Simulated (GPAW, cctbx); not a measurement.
# YTi2Pd2: what bonding does to one electron reflection, worked out

YTi2Pd2, I4/mmm (no. 139), a = 4.6553 Å, b = 4.6553 Å, c = 9.4173 Å, α = 90.00°, β = 90.00°, γ = 90.00°.

| atom | mult. | x | y | z |
| --- | --- | --- | --- | --- |
| Pd1 | 4 | 0 | 1/2 | 1/4 |
| Y1 | 2 | 0 | 0 | 0 |
| Ti1 | 4 | 0 | 0 | 0.3623 |

The cell comes from substitution in a known structure type and wasn't matched to any measured phase.

A DFT run (GPAW, PBE, 450 eV, 6×6×6 k-points, Fermi–Dirac width 0.1 eV) gives the static X-ray structure factor of 110 as 23.711 e for the conventional cell; superposed free atoms give 24.736 e. **Problem.** Find the Fourier component V of the crystal potential and the two-beam extinction distance at 80 kV in both cases.

## Step 1: Geometry

The cell volume is Ω = 204.09 Å³ and d(110) = 3.2918 Å, so g = 1/d = 0.3038 Å⁻¹.

## Step 2: The nuclei

Electrons feel nuclei as well as electrons, so the nuclear charges are summed with the same phases.

Phase sums Σ exp(2πi h·x), turned so that the total is real and positive: Pd +4.000, Y -2.000, Ti -4.000. Then F_Z = 46 × (+4.000) + 39 × (-2.000) + 22 × (-4.000) = 18.00 e. The electron term has the same sign for this reflection.

## Step 3: Mott–Bethe

Poisson's equation, term by term, gives V = (e/4πε₀)(F_Z − F)/(πΩg²), with e/4πε₀ = 14.3996 V Å.

The prefactor is 14.3996 × 3.2918²/(π × 204.09) = 0.24336 V per electron. Free atoms: (18.00 − 24.736) × 0.24336 = -1.639 V. Crystal: (18.00 − 23.711) × 0.24336 = -1.390 V. F changes by -4.14 % and V by -15.2 %: the same 1.03 e is measured against F_Z − F = -6.7 e in place of F = 24.7 e.

## Step 4: Extinction distance

In the two-beam case ξ = 1/(λU) with U = 2γm₀eV/h², that is ξ = 150.41 V Å²/(γλV).

At 80 kV, λ = 0.04176 Å and γ = 1.1566. Free atoms: ξ = 1900 Å. Crystal: ξ = 2241 Å. The thickness fringes go as sin²(πt/ξ), so the two patterns slip by a quarter of a period when t|1/ξ₁ − 1/ξ₀| = 1/4, at t ≈ 312 nm. Thermal motion, absorption and many-beam coupling, left out here, change a real pattern.

## Step 5: Answer

V(110) is -1.39 V against -1.64 V, and ξ is 2241 against 1900 Å. Limits: static atoms, two beams.
